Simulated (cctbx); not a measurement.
**Occupancies in Li8CoS4F2**

Cell a = 6.2350 Å, b = 6.2410 Å, c = 12.1500 Å, α = 77.30°, β = 76.33°, γ = 60.44°; space group P-1 (no. 2); nominal formula Li8CoS4F2.

The data are simulated with cctbx, not measured: Ga Kα, λ = 1.3414 Å, to d = 0.83 Å, 80 % of the full sphere, strongest reflection 5000 counts, noise from counting, a 4 % proportional error and a noise floor of 4 counts (s.d.); no absorption.

With every site full:

```text
Rint 0.043, 1406 unique reflections to 0.83 A
cycle     R1     wR2    GooF  max shift (A)
   1  0.1030  0.2221   2.564   0.02193
   2  0.0413  0.0941   1.086   0.00024
final R1 0.0413 wR2 0.0941 GooF 1.086  parameters 138  data/parameter 10.2
atom        x        y        z      Ueq    occ   su(xyz)  su(Uiso or U11)
Co1    0.50000  0.50000  0.50000   0.0123  1.000  0.00000  0.0006
Co2    0.00000  0.00000  0.00000   0.0065  1.000  0.00000  0.0005
S1     0.95503  0.28175  0.12331   0.0067  1.000  0.00023  0.0006
S2     0.73141  0.34694  0.87550   0.0122  1.000  0.00025  0.0007
S3     0.84281  0.53984  0.38512   0.0069  1.000  0.00023  0.0006
S4     0.46830  0.75630  0.61933   0.0095  1.000  0.00024  0.0006
F1     0.62623  0.95892  0.14321   0.0081  1.000  0.00054  0.0015
F2     0.77973  0.11864  0.63695   0.0065  1.000  0.00053  0.0014
Li2    0.87341  0.23187  0.32157   0.0086  1.000  0.00163  0.0041
Li3    0.93958  0.58538  0.18168   0.0106  1.000  0.00167  0.0044
Li4    0.79744  0.41994  0.68064   0.0206  1.000  0.00200  0.0057
Li5    0.81506  0.76828  0.51285  -0.0161  1.000  0.00107  0.0026  NPD
Li6    0.71260  0.58249  0.99873   0.0091  1.000  0.00169  0.0044
Li7    0.71685  0.04995  0.83320   0.0143  1.000  0.00175  0.0044
Li8    0.56895  0.90833  0.33523   0.0047  1.000  0.00151  0.0039
Li9    0.41421  0.69591  0.81827   0.0298  1.000  0.00214  0.0056
difference map: max 1.04 min -1.01 rms 0.20
Q1    0.2008  0.2383  0.5191    2    1.07  0.44 A from Li5
Q2    0.1050  0.0645  0.6355    2    0.73  1.75 A from Li2
Q3    0.1072  0.2947  0.4775    2    0.71  0.47 A from Li5
Q4    0.0873  0.1896  0.7785    2    0.67  1.50 A from Li3
Q5    0.4065  0.8782  0.7391    2    0.66  1.31 A from Li9
Q6    0.1507  0.9174  0.9674    2    0.65  0.86 A from Co2
```

With the occupancies of the suspect sites free, each still typed as its main element:

```text
Rint 0.043, 1406 unique reflections to 0.83 A
cycle     R1     wR2    GooF  max shift (A)
   1  0.0670  0.1503   1.737   0.00562
  20  0.0348  0.0804   0.929   0.00012
final R1 0.0348 wR2 0.0803 GooF 0.928  parameters 140  data/parameter 10.0
atom        x        y        z      Ueq    occ   su(xyz)  su(Uiso or U11)
Co1    0.50000  0.50000  0.50000   0.0081  0.911  0.00000  0.0006
Co2    0.00000  0.00000  0.00000   0.0078  1.000  0.00000  0.0005
S1     0.95499  0.28182  0.12330   0.0081  1.000  0.00020  0.0005
S2     0.73129  0.34709  0.87549   0.0135  1.000  0.00022  0.0006
S3     0.84297  0.53984  0.38513   0.0082  1.000  0.00020  0.0005
S4     0.46841  0.75636  0.61935   0.0109  1.000  0.00020  0.0006
F1     0.62612  0.95915  0.14315   0.0095  1.000  0.00046  0.0013
F2     0.77983  0.11870  0.63687   0.0079  1.000  0.00045  0.0012
Li2    0.87367  0.23210  0.32135   0.0107  1.000  0.00142  0.0035
Li3    0.93963  0.58588  0.18245   0.0116  1.000  0.00140  0.0037
Li4    0.79735  0.42111  0.68113   0.0225  1.000  0.00171  0.0049
Li5    0.81523  0.76782  0.51282   0.0015  1.363  0.00091  0.0028  NPD
Li6    0.71164  0.58280  0.99896   0.0102  1.000  0.00142  0.0038
Li7    0.71704  0.05042  0.83344   0.0153  1.000  0.00149  0.0038
Li8    0.56882  0.90879  0.33547   0.0058  1.000  0.00129  0.0033
Li9    0.41497  0.69701  0.81803   0.0311  1.000  0.00181  0.0048
su of occupancy Co1: 0.005
su of occupancy Li5: 0.038
difference map: max 0.65 min -0.61 rms 0.17
Q1    0.1074  0.0683  0.6353    2    0.69  1.78 A from Li2
Q2    0.2136  0.1584  0.0095    2    0.64  1.81 A from S1
Q3    0.1554  0.9209  0.9677    2    0.64  0.88 A from Co2
Q4    0.0875  0.1844  0.7737    2    0.63  1.56 A from Li3
Q5    0.4091  0.8659  0.7382    2    0.61  1.26 A from Li9
Q6    0.0658  0.1018  0.7287    2    0.60  1.94 A from Li4
```

**Question.** What is the disorder?

X-rays count electrons. Co1 refines to 0.911(0.005), or 24.6 electrons; the site truly holds 0.9 Co and 0.1 Li, 24.6 electrons, which is 0.911 of Co; Li5 refines to 1.363(0.038), or 4.1 electrons; the site truly holds 0.95 Li and 0.05 Co, 4.2 electrons, which is 1.400 of Li. A value under 1 can't tell vacancies from a lighter guest, and one over 1 needs a heavier guest; chemistry or a second radiation must settle which. Occupancy correlates with U and the scale, and the two elements' form factors differ in shape, so the match is approximate.

Freeing them takes R1 from 0.0413 to 0.0348 and GooF from 1.09 to 0.93.

This is a model crystal, built by substitution and not relaxed, with assumed displacement parameters.

[Middle refinement cycles are left out of these outputs.]

[Logs are printed without paths, hosts, clocks, repeated set-up lines and the standing remarks that a program may print on its own settings, such as how far it seeks lower states.]
